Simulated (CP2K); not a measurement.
Two runs for the C K edge of 5-aminopyrimidine. Run A: CP2K XAS_TDP, all-electron GAPW, PBEh(45%), aug-cc-pVDZ, TDA, no relativity. Run B differs in one setting.

First lines with a strength over 0.0015. A:

| atom | energy (eV) | states | strength, one atom |
| --- | --- | --- | --- |
| C2 (bonded to 2 C and N) | 282.74 | 1 | 0.0597 |
|  | 285.67 | 1 | 0.0018 |
|  | 286.68 | 1 | 0.0052 |
|  | 287.26 | 1 | 0.0022 |
|  | 287.30 | 1 | 0.0044 |
| C3 (bonded to C, N and H), 2 alike | 281.62 | 1 | 0.0518 |
|  | 285.26 | 1 | 0.0109 |
|  | 286.05 | 1 | 0.0061 |
|  | 286.90 | 1 | 0.0024 |
|  | 286.99 | 1 | 0.0024 |
| C5 (bonded to 2 N and H) | 282.24 | 1 | 0.0589 |
|  | 285.93 | 1 | 0.0096 |
|  | 286.36 | 1 | 0.0031 |
|  | 287.04 | 1 | 0.0020 |
|  | 288.18 | 1 | 0.0068 |

B:

```
                              atom  energy (eV)  states  strength, one atom
          C2 (bonded to 2 C and N)       282.83       1              0.0596
                                         287.28       1              0.0138
                                         288.18       1              0.0106
                                         288.61       1              0.0053
                                         289.04       1              0.0131
C3 (bonded to C, N and H), 2 alike       281.64       1              0.0517
                                         286.67       1              0.0324
                                         287.73       1              0.0027
                                         288.76       1              0.0100
                                         289.04       1              0.0101
          C5 (bonded to 2 N and H)       282.26       1              0.0579
                                         287.70       1              0.0312
                                         288.67       1              0.0041
                                         289.37       1              0.0052
                                         289.67       1              0.0172
```

Q: Which was it: scalar relativity switched on, GW2X switched on, the basis, the functional?

The basis (basis from aug-cc-pVDZ to 6-31G*; the lines alone don't name the new value). A basis moves diffuse and continuum lines far more than the leading valence line. Against PBEh(45%) in aug-cc-pVDZ, the leading lines move by +0.09 eV (C2, to 282.83), +0.02 eV (C3, to 281.64) and +0.02 eV (C5, to 282.26). The next line of C2 over the strength cut lies 4.45 eV higher, against 2.93.

[Banner, clock and machine lines of the logs are left out without a mark of their own.]

[Logs are printed without paths, hosts, clocks, repeated set-up lines and the standing remarks that a program may print on its own settings, such as how far it seeks lower states.]

[Hosts, paths, dates, database ids (printed as entryN), source tags and the programs' standing remarks are cut or masked in the printed files.]
